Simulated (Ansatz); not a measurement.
# Work function of Ba by crystal face

How much does the work function of Ba differ between its low-index faces, and does the functional change the order?

**Method.** Ansatz 0.2.0, plane waves with PAW datasets (its set soft_2) at their recommended cutoffs; symmetric slabs of 7 layers (11 for bcc (111)) cut at the tabulated experimental lattice constant, atoms at bulk places, 18 Å of vacuum, k-spacing 0.16 Å⁻¹ (2π included), Fermi-Dirac smearing of 0.1 eV, SCF threshold 1e-9 eV; spin-polarised where the metal is Fe, Co or Ni. The work function is the vacuum level less the Fermi level; differences are formed before rounding.

Results:

| face | atoms per nm² | LDA (eV) | PBEsol (eV) | r2SCAN (eV) | PBE (eV) | RPBE (eV) | PBE, relaxed (eV) |
| --- | --- | --- | --- | --- | --- | --- | --- |
| (110) | 5.6 | 2.60 | 2.48 | 2.43 | 2.44 | 2.34 | 2.43 |
| (100) | 4.0 | 2.53 | 2.40 | 2.34 | 2.36 | 2.26 | 2.36 |
| (111) | 2.3 | 2.55 | 2.43 | 2.38 | 2.39 | 2.29 | 2.37 |

What this shows: With PBE the work function runs from 2.44 eV on (110) to 2.36 eV on (100). All faces lie within 0.08 eV of each other, too close for slabs of this thickness to order. LDA lies 0.16 to 0.17 eV above PBE. Relaxing all layers with PBE (forces under 0.01 eV/Å) moves the values by −0.03 to −0.01 eV.

**Limits.** Slabs this thin leave size errors that can reach a tenth of an eV or more. The functionals share one unrelaxed geometry at the tabulated experimental lattice constant; the relaxed column keeps that in-plane lattice, which is not PBE's own.
